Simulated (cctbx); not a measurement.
# Ga4Mo with cctbx, script by script

Library: cctbx 2025.11. The data are simulated by the first script.

## 1. Simulate the data

run.py:

```python
from cctbx import adptbx, crystal, miller, sgtbx, xray
from cctbx.array_family import flex
from iotbx.shelx import hklf
from scitbx import matrix
import scitbx.random

cs = crystal.symmetry(unit_cell=(8.38, 8.38, 4.757, 90, 90, 90), space_group_symbol='Hall: -P 4 2ab')  # P4/mbm
atoms = [  # label, site, U (iso, or U11 U22 U33 U12 U13 U23 in A^2), occupancy
    ("Mo1", (0.8143, 0.6857, 0), (0.0114, 0.0114, 0.0112, -0.0005, 0.0000, 0.0000), 1),
    ("Ga1", (0.5, 0.5, 0.2103), (0.0144, 0.0144, 0.0144, 0.0000, 0.0000, 0.0000), 1),
    ("Ga2", (0.5908, 0.9092, 0.5), (0.0105, 0.0105, 0.0101, -0.0001, 0.0000, 0.0000), 1),
    ("Ga3", (0.5345, 0.6735, 0.5), (0.0106, 0.0105, 0.0116, -0.0008, 0.0000, 0.0000), 1),
]
xs = xray.structure(crystal_symmetry=cs)
for label, site, u, occ in atoms:
    u = adptbx.u_cif_as_u_star(cs.unit_cell(), u) if isinstance(u, tuple) else u
    xs.add_scatterer(xray.scatterer(label, site=site, u=u, occupancy=occ))
xs.set_inelastic_form_factors(0.4959, "sasaki")
xs.show_summary()
p1 = xs.expand_to_p1()
ms = miller.build_set(p1, anomalous_flag=True, d_min=0.84)
flex.set_random_seed(311951)
scitbx.random.set_random_seed(311951)
ms = ms.select(flex.random_double(ms.size()) < 0.95)
i = ms.structure_factors_from_scatterers(p1, algorithm="direct").f_calc().as_intensity_array().data()
i = i / flex.sqrt(1 + 0.1 * i / flex.max(i))  # extinction
i = i * 70000 / flex.max(i)
sig = flex.sqrt(i + flex.pow2(0.06 * i) + 2 ** 2)
noise = scitbx.random.variate(scitbx.random.normal_distribution())(i.size())
data = ms.array(data=i + sig * noise, sigmas=sig).set_observation_type_xray_intensity()
with open("data.hkl", "w") as f:
    data.export_as_shelx_hklf(f)
print("reflections written:", data.size(), " <I/sigma> = %.1f" % flex.mean(data.data() / data.sigmas()))
for h, a, b in list(data.sort("data"))[:12]:
    print("%4d%4d%4d %9.1f %7.1f" % (h + (a, b)))
```

```console
$ python run.py
```

```text
Number of scatterers: 4
At special positions: 4
Unit cell: (8.38, 8.38, 4.757, 90, 90, 90)
Space group: P 4/m b m (No. 127)
reflections written: 2207  <I/sigma> = 11.9
   0   0   2   73420.2  4208.3
   0   0  -2   71256.0  4208.3
   0   0   4   59514.5  3474.6
  -3  -3   2   52437.7  2922.5
  -3  -3  -2   51633.1  2922.5
   3   3   2   50778.9  2922.5
  -3   3   2   49333.2  2922.5
   3  -3  -2   48456.7  2922.5
  -3   3  -2   46835.2  2922.5
   3   3  -2   46663.2  2922.5
   3  -3   2   44433.0  2922.5
   1   4   0   36969.4  1973.2
```

It took 0.23 s on 1 thread of Arm Neoverse V2, with other jobs on the host, peak memory 0.07 GiB.

## 2. Symmetry

run.py:

```python
from cctbx import crystal, sgtbx, statistics
from cctbx.array_family import flex
from iotbx.shelx import hklf

p1 = crystal.symmetry(unit_cell=(8.38, 8.38, 4.757, 90, 90, 90), space_group_symbol="P 1")
raw = hklf.reader(file_name="data.hkl").as_miller_arrays(crystal_symmetry=p1, anomalous=True)[0]
print(raw.size(), "reflections to d = %.3f A" % raw.d_min())
isig = raw.data() / raw.sigmas()
print("centring   violations  <I/sigma> of those")
best = "P"
for c in "ABCIRF":
    a = raw.customized_copy(space_group_info=sgtbx.space_group_info("Hall: %s 1" % c)).sys_absent_flags().data()
    m = flex.mean(isig.select(a))
    print("%5s %10d of %5d %8.1f" % (c, (isig.select(a) > 4).count(True), a.count(True), m))
    if (isig.select(a) > 4).count(True) < 0.01 * a.count(True):
        best = c
raw = raw.select(~raw.customized_copy(space_group_info=sgtbx.space_group_info("Hall: %s 1" % best)).sys_absent_flags().data())
isig = raw.data() / raw.sigmas()
rows = []
for s in sgtbx.space_group_symbol_iterator():
    g = sgtbx.space_group(s)
    if g.conventional_centring_type_symbol() != best or not g.is_compatible_unit_cell(p1.unit_cell(), 1e-3, 0.02):
        continue
    rows.append((s, g))
print("Laue class    unique    Rint  (classes that these axes allow; Friedel mates merged)")
rint = {}
for s, g in rows:
    laue = g.build_derived_patterson_group()
    key = laue.type().hall_symbol()
    if key not in rint:
        m = raw.customized_copy(space_group_info=laue.info(), anomalous_flag=False).merge_equivalents()
        rint[key] = m.r_int()
        print("%-14s %6d %7.3f" % (laue.type().lookup_symbol(), m.array().size(), m.r_int()))
floor = min(rint.values())
good = [(s, g) for s, g in rows if rint[g.build_derived_patterson_group().type().hall_symbol()] < 2 * floor + 0.03]
top = max(g.build_derived_patterson_group().order_z() for s, g in good)
print("space group    extra absences  I>4sigma  <I/sigma>")
for s, g in good:
    laue = g.build_derived_patterson_group()
    if laue.order_z() != top:
        continue
    a = raw.customized_copy(space_group_info=g.info()).sys_absent_flags().data()
    a &= ~raw.customized_copy(space_group_info=laue.info()).sys_absent_flags().data()
    bad = (isig.select(a) > 4).count(True)
    if bad <= 0.03 * a.count(True):
        print("%-16s %8d %10d %9s  %s" % (s.universal_hermann_mauguin(), a.count(True), bad, "%.1f" % flex.mean(isig.select(a)) if a.count(True) else "-", "centric" if g.is_centric() else "acentric"))
laue = max(good, key=lambda t: t[1].build_derived_patterson_group().order_z())[1].build_derived_patterson_group()
f = raw.customized_copy(space_group_info=laue.info(), anomalous_flag=False).merge_equivalents().array().eliminate_sys_absent().f_sq_as_f()
f.set_observation_type_xray_amplitude()
bins = max(3, min(8, f.size() // 12))
f.setup_binner(n_bins=bins)
w = statistics.wilson_plot(f, {e: n / laue.order_z() for e, n in {'Mo': 4.0, 'Ga': 16.0}.items()}, e_statistics=True)
print("Wilson B = %.2f A^2   <|E^2-1|> = %.3f (0.968 centric, 0.736 acentric)   E^2>4: %.1f %%" % (w.wilson_b, w.mean_e_sq_minus_1, w.percent_e_sq_gt_2))
print("shell (A)         n   <I/sigma>")
m = raw.customized_copy(space_group_info=laue.info(), anomalous_flag=False).merge_equivalents().array().eliminate_sys_absent()
for b in m.setup_binner(n_bins=bins).range_used():
    sel = m.binner().selection(b)
    print("%5.2f - %4.2f %6d %8.1f" % (min(m.binner().bin_d_range(b)[0] if m.binner().bin_d_range(b)[0] > 0 else 99, 99), m.binner().bin_d_range(b)[1], sel.count(True), flex.mean((m.data() / m.sigmas()).select(sel))))
```

```console
$ python run.py
```

```text
2207 reflections to d = 0.844 A
centring   violations  <I/sigma> of those
    A        950 of  1108     12.1
    B        953 of  1110     12.1
    C        839 of  1124     10.0
    I        962 of  1121     11.9
    R       1246 of  1475     11.9
    F       1371 of  1671     11.4
Laue class    unique    Rint  (classes that these axes allow; Friedel mates merged)
P -1             1158   0.035
P 1 2/m 1         628   0.042
P 1 1 2/m         659   0.040
P 2/m 1 1         629   0.041
P m m m           378   0.044
P 4/m             332   0.045
P 4/m m m         207   0.046
space group    extra absences  I>4sigma  <I/sigma>
P 4 2 2                 0          0         -  acentric
P 4 21 2               20          0       0.2  acentric
P 4 m m                 0          0         -  acentric
P 4 b m               171          0       0.0  acentric
P -4 2 m                0          0         -  acentric
P -4 21 m              20          0       0.2  acentric
P -4 m 2                0          0         -  acentric
P -4 b 2              171          0       0.0  acentric
P 4/m m m               0          0         -  centric
P 4/m b m             171          0       0.0  centric
Wilson B = 0.66 A^2   <|E^2-1|> = 0.902 (0.968 centric, 0.736 acentric)   E^2>4: 3.1 %
shell (A)         n   <I/sigma>
 8.38 - 1.68     33     30.1
 1.68 - 1.34     31     38.0
 1.34 - 1.17     22     30.5
 1.17 - 1.06     26     34.7
 1.06 - 0.99     24     39.5
 0.99 - 0.93     25     35.7
 0.93 - 0.88     25     39.1
 0.88 - 0.84     21     31.8
```

Time: 0.33 s.

## 3. Patterson map

run.py:

```python
from cctbx import crystal, maptbx
from iotbx.shelx import hklf

cs = crystal.symmetry(unit_cell=(8.38, 8.38, 4.757, 90, 90, 90), space_group_symbol='Hall: -P 4 2ab')  # P4/mbm
raw = hklf.reader(file_name="data.hkl").as_miller_arrays(crystal_symmetry=cs, anomalous=True)[0]
merged = raw.eliminate_sys_absent().merge_equivalents()
fo2 = merged.array().set_observation_type_xray_intensity()
f = fo2.average_bijvoet_mates().f_sq_as_f()
pm = f.patterson_map(symmetry_flags=maptbx.use_space_group_symmetry, sharpening=True, resolution_factor=0.25)
peaks = pm.peak_search(parameters=maptbx.peak_search_parameters(min_distance_sym_equiv=0.4, max_clusters=14)).all()
top = peaks.heights()[0]
print("Patterson group", f.patterson_symmetry().space_group_info())
print("      u       v       w   height  length (A)")
for x, h in zip(peaks.sites(), peaks.heights()):
    y = [t - round(t) for t in x]
    print("%7.3f %7.3f %7.3f %8.1f %8.2f" % (x + (1000 * h / top, cs.unit_cell().length(y))))
```

```console
$ python run.py
```

```text
Patterson group P 4/m m m
      u       v       w   height  length (A)
  0.000   0.000   0.000   1000.0     0.00
  0.500   0.500   0.000    227.6     5.93
  0.375   0.375   0.500    200.6     5.04
  0.151   0.500   0.500    187.8     4.98
  0.000   0.282   0.500    175.8     3.35
  0.127   0.500   0.000    149.6     4.32
  0.372   0.372   0.000    137.0     4.41
  0.500   0.500   0.407    129.6     6.23
  0.239   0.239   0.500    127.8     3.70
  0.264   0.378   0.000    110.1     3.86
  0.000   0.176   0.295    109.7     2.04
  0.339   0.500   0.297    106.9     5.26
  0.000   0.000   0.403     99.0     1.92
  0.146   0.205   0.000     96.4     2.11
```

Time: 0.22 s.

## 4. Charge flipping

run.py:

```python
import itertools
from cctbx import crystal, maptbx
from cctbx.array_family import flex
from iotbx.shelx import hklf
from smtbx.ab_initio import charge_flipping as cf

cs = crystal.symmetry(unit_cell=(8.38, 8.38, 4.757, 90, 90, 90), space_group_symbol='Hall: -P 4 2ab')  # P4/mbm
raw = hklf.reader(file_name="data.hkl").as_miller_arrays(crystal_symmetry=cs, anomalous=True)[0]
merged = raw.eliminate_sys_absent().merge_equivalents()
fo2 = merged.array().set_observation_type_xray_intensity()
f = fo2.average_bijvoet_mates().f_sq_as_f().resolution_filter(d_min=0.84)
p1 = f.expand_to_p1()
p1.setup_binner_counting_sorted(reflections_per_bin=max(40, p1.size() // 12))
work = p1.array(data=p1.data() / p1.amplitude_quasi_normalisations().data())
flex.set_random_seed(64357)
it = cf.weak_reflection_improved_iterator(delta=None, weak_reflection_fraction=0.2)
it.start(work, phases=flex.random_double(p1.size()) * 6.2832, f_000=0)
it.delta = 4 * it.rho_map.sigma()
print("cycle      R  skewness")
for n, st in enumerate(itertools.islice(it, 150)):
    if n % 12 == 0:
        print("%5d %6.3f %8.2f" % (n, st.r1_factor(), st.rho_map.skewness()))
rho = p1.phase_transfer(it.f_calc).fft_map().apply_volume_scaling()
polish = cf.low_density_elimination_iterator(constant_rho_c=rho.sigma())
polish.start(f_obs=p1, phases=it.f_calc, f_000=0)
for _ in range(8):
    next(polish)
print("origin shift          correlation  skewness")
maps = []
for fc, shift, cc in itertools.islice(cf.f_calc_symmetrisations(f, polish.f_calc, 0), 4):
    m = f.phase_transfer(fc).fft_map(symmetry_flags=maptbx.use_space_group_symmetry, resolution_factor=0.25).apply_sigma_scaling()
    maps.append((m.skewness(), cc, m))
    print("%6.3f %6.3f %6.3f %10.3f %9.2f" % (tuple(shift) + (cc, m.skewness())))
skew, cc, m = max((t for t in maps if t[1] > maps[0][1] - 0.04), key=lambda t: t[0])
print("taken: symmetry correlation %.3f, skewness %.2f" % (cc, skew))
peaks = m.peak_search(parameters=maptbx.peak_search_parameters(min_distance_sym_equiv=0.9, max_clusters=9)).all()
sps = cs.special_position_settings(min_distance_sym_equiv=0.5)
print("peak      x       y       z  mult  height/sigma")
for k, (x, h) in enumerate(zip(peaks.sites(), peaks.heights())):
    ss = sps.site_symmetry(x)
    print("Q%-3d %7.4f %7.4f %7.4f %4d %8.1f" % ((k + 1,) + tuple(t % 1 for t in ss.exact_site()) + (ss.multiplicity(), h)))
```

```console
$ python run.py
```

```text
cycle      R  skewness
    0  0.000    -0.01
   12  0.000    -0.01
   24  0.000    -0.01
   36  0.000    -0.01
   48  0.000    -0.01
   60  0.000    -0.01
   72  0.000    -0.01
   84  0.000    -0.01
   96  0.000    -0.01
  108  0.000    -0.01
  120  0.000    -0.01
  132  0.000    -0.01
  144  0.000    -0.01
origin shift          correlation  skewness
 0.203  0.670  0.006      0.828      0.42
 0.437  0.974  0.006      0.838      0.60
 0.100  0.973  0.005      0.814      0.46
 0.368  0.370  0.007      0.817      0.50
taken: symmetry correlation 0.838, skewness 0.60
peak      x       y       z  mult  height/sigma
Q1    0.2163  0.2837  0.5000    4      7.1
Q2    0.0712  0.5712  0.0000    4      5.1
Q3    0.0000  0.0000  0.3020    4      3.6
Q4    0.0932  0.8194  0.5000    8      2.6
Q5    0.0810  0.8490  0.0000    8      2.5
Q6    0.0173  0.2933  0.1819   16      2.4
Q7    0.1276  0.1487  0.2322   16      2.2
Q8    0.1777  0.6777  0.5000    4      2.2
Q9    0.0469  0.8152  0.2760   16      1.8
```

Time: 0.37 s.

This run holds a fault made on purpose: flipping threshold far too high.

## 5. Charge flipping

run.py, as its changes from the last script of this kind:

```diff
@@ -18 +18 @@
-it.delta = 4 * it.rho_map.sigma()
+it.delta = 1.1 * it.rho_map.sigma()
```

```console
$ python run.py
```

```text
cycle      R  skewness
    0  0.651     0.22
   12  0.551     1.09
   24  0.517     1.91
   36  0.448     2.59
   48  0.463     2.31
   60  0.463     2.42
   72  0.450     2.28
   84  0.458     2.41
   96  0.457     2.45
  108  0.471     2.38
  120  0.460     2.55
  132  0.457     2.43
  144  0.447     2.36
origin shift          correlation  skewness
 0.078  0.045  0.122      0.848      2.28
 0.471  0.044  0.115      0.816      1.88
 0.073  0.361  0.175      0.813      1.06
 0.309  0.544  0.166      0.810      2.77
taken: symmetry correlation 0.810, skewness 2.77
peak      x       y       z  mult  height/sigma
Q1    0.1835  0.3165  0.0000    4     10.5
Q2    0.0000  0.0000  0.1948    4      7.1
Q3    0.0328  0.8261  0.5000    8      6.6
Q4    0.0843  0.5843  0.5000    4      4.4
Q5    0.0584  0.0933  0.0000    8      2.8
Q6    0.0486  0.6934  0.0000    8      2.2
Q7    0.9951  0.1863  0.1100   16      2.1
Q8    0.0933  0.6984  0.5000    8      2.0
Q9    0.0137  0.3010  0.2711   16      1.8
```

Time: 0.38 s.

## 6. Refinement (model from the peaks)

run.py:

```python
import math
from cctbx import adptbx, crystal, maptbx, sgtbx, xray
from cctbx.array_family import flex
from cctbx.xray import observations
from iotbx.shelx import hklf
from scitbx.lstbx import normal_eqns_solving
from smtbx import absolute_structure, utils
from smtbx.refinement import constraints, least_squares

cs = crystal.symmetry(unit_cell=(8.38, 8.38, 4.757, 90, 90, 90), space_group_symbol='Hall: -P 4 2ab')  # P4/mbm
atoms = [  # label, site, U (iso, or U11 U22 U33 U12 U13 U23 in A^2), occupancy
    ("Mo1", (0.1835, 0.3165, 0), 0.0200, 1),
    ("Ga1", (0, 0, 0.1948), 0.0200, 1),
    ("Ga2", (0.0328, 0.8261, 0.5), 0.0200, 1),
    ("Ga3", (0.0843, 0.5843, 0.5), 0.0200, 1),
]
xs = xray.structure(crystal_symmetry=cs)
for label, site, u, occ in atoms:
    u = adptbx.u_cif_as_u_star(cs.unit_cell(), u) if isinstance(u, tuple) else u
    xs.add_scatterer(xray.scatterer(label, site=site, u=u, occupancy=occ))
xs.set_inelastic_form_factors(0.4959, "sasaki")
raw = hklf.reader(file_name="data.hkl").as_miller_arrays(crystal_symmetry=cs, anomalous=True)[0]
merged = raw.eliminate_sys_absent().merge_equivalents()
fo2 = merged.array().set_observation_type_xray_intensity()
print("Rint %.3f, %d unique reflections to %.2f A" % (merged.r_int(), fo2.size(), fo2.d_min()))
for sc in xs.scatterers():
    sc.flags.set_grad_site(True)
    sc.flags.set_grad_u_aniso(sc.flags.use_u_aniso())
    sc.flags.set_grad_u_iso(sc.flags.use_u_iso())
obs = fo2.as_xray_observations()
extra = {}
rep = constraints.reparametrisation(xs, [], utils.connectivity_table(xs), **extra)
ls = least_squares.crystallographic_ls(obs, rep, weighting_scheme=least_squares.mainstream_shelx_weighting(a=0, b=0))
print("cycle     R1     wR2    GooF  max shift (A)")
for cycle in range(6):
    ls.build_up()
    r1, wr2, goof = ls.r1_factor(cutoff_factor=2)[0], ls.wR2(), ls.goof()
    old = xs.sites_cart()
    normal_eqns_solving.levenberg_marquardt_iterations(ls, n_max_iterations=3, tau=0.0001, step_threshold=1e-7)
    big = flex.max((xs.sites_cart() - old).norms())
    print("%4d %7.4f %7.4f %7.3f %9.5f" % (cycle + 1, r1, wr2, goof, big))
    ls.build_up(objective_only=True)
    if abs(ls.wR2() - wr2) < 5e-5 and big < 5e-4:
        break
ls.build_up()
print("final R1 %.4f wR2 %.4f GooF %.3f  parameters %d  data/parameter %.1f" % (ls.r1_factor(cutoff_factor=2)[0], ls.wR2(), ls.goof(), ls.n_parameters, fo2.size() / ls.n_parameters))
cov = ls.covariance_matrix_and_annotations()
su = dict(zip(cov.annotations, (math.sqrt(max(v, 0)) for v in cov.matrix.matrix_packed_u_diagonal())))
a2 = cs.unit_cell().reciprocal_parameters()[0] ** -2
print("atom        x        y        z      Ueq    occ   su(xyz)  su(Uiso or U11)")
for sc in xs.scatterers():
    s = max(su.get(sc.label + k, 0) for k in (".x", ".y", ".z"))
    npd = "" if sc.is_positive_definite_u(cs.unit_cell()) else "  NPD"
    print("%-5s %8.5f %8.5f %8.5f %8.4f %6.3f %8.5f %7.4f%s" % ((sc.label,) + sc.site + (sc.u_iso_or_equiv(cs.unit_cell()), sc.occupancy, s, su.get(sc.label + ".uiso", su.get(sc.label + ".u11", 0) * a2), npd)))
fo = fo2.f_sq_as_f()
fc = fo.structure_factors_from_scatterers(xs, algorithm="direct").f_calc()
diff = fo.f_obs_minus_f_calc(1 / math.sqrt(ls.scale_factor()), fc).average_bijvoet_mates()
m = diff.fft_map(symmetry_flags=maptbx.use_space_group_symmetry, resolution_factor=0.25).apply_volume_scaling()
print("difference map: max %.2f min %.2f rms %.2f" % (m.statistics().max(), m.statistics().min(), m.statistics().sigma()))
peaks = m.peak_search(parameters=maptbx.peak_search_parameters(min_distance_sym_equiv=0.6, max_clusters=5)).all()
near = xs.closest_distances(peaks.sites(), distance_cutoff=4)
sps = cs.special_position_settings(min_distance_sym_equiv=0.5)
for k, (x, h) in enumerate(zip(peaks.sites(), peaks.heights())):
    ss = sps.site_symmetry(x)
    print("Q%-3d %7.4f %7.4f %7.4f %4d %7.2f  %.2f A from %s" % ((k + 1,) + tuple(t % 1 for t in ss.exact_site()) + (ss.multiplicity(), h, near.smallest_distances[k], xs.scatterers()[near.i_seqs[k]].label)))
```

```console
$ python run.py
```

```text
Rint 0.046, 182 unique reflections to 0.85 A
cycle     R1     wR2    GooF  max shift (A)
   1  0.1978  0.5526  24.497   0.07632
   2  0.0106  0.0313   1.388   0.00040
   3  0.0106  0.0312   1.384   0.00000
final R1 0.0106 wR2 0.0312 GooF 1.384  parameters 9  data/parameter 20.2
atom        x        y        z      Ueq    occ   su(xyz)  su(Uiso or U11)
Mo1    0.18569  0.31431  0.00000   0.0109  1.000  0.00003  0.0002
Ga1    0.00000  0.00000  0.21030   0.0140  1.000  0.00010  0.0002
Ga2    0.03450  0.82658  0.50000   0.0106  1.000  0.00004  0.0002
Ga3    0.09074  0.59074  0.50000   0.0099  1.000  0.00004  0.0002
difference map: max 0.44 min -0.57 rms 0.11
Q1    0.0000  0.0000  0.4067    4    0.44  0.93 A from Ga1
Q2    0.0000  0.5000  0.1020    4    0.37  2.18 A from Ga3
Q3    0.2393  0.2607  0.0000    4    0.35  0.64 A from Mo1
Q4    0.1031  0.8849  0.2131   16    0.29  1.30 A from Ga1
Q5    0.0214  0.8234  0.3651   16    0.29  0.65 A from Ga2
```

It took 0.38 s on 1 thread of Arm Neoverse V2 (shared host), peak memory 0.09 GiB.

[Logs are printed without paths, hosts, clocks, repeated set-up lines and the standing remarks that a program may print on its own settings, such as how far it seeks lower states.]
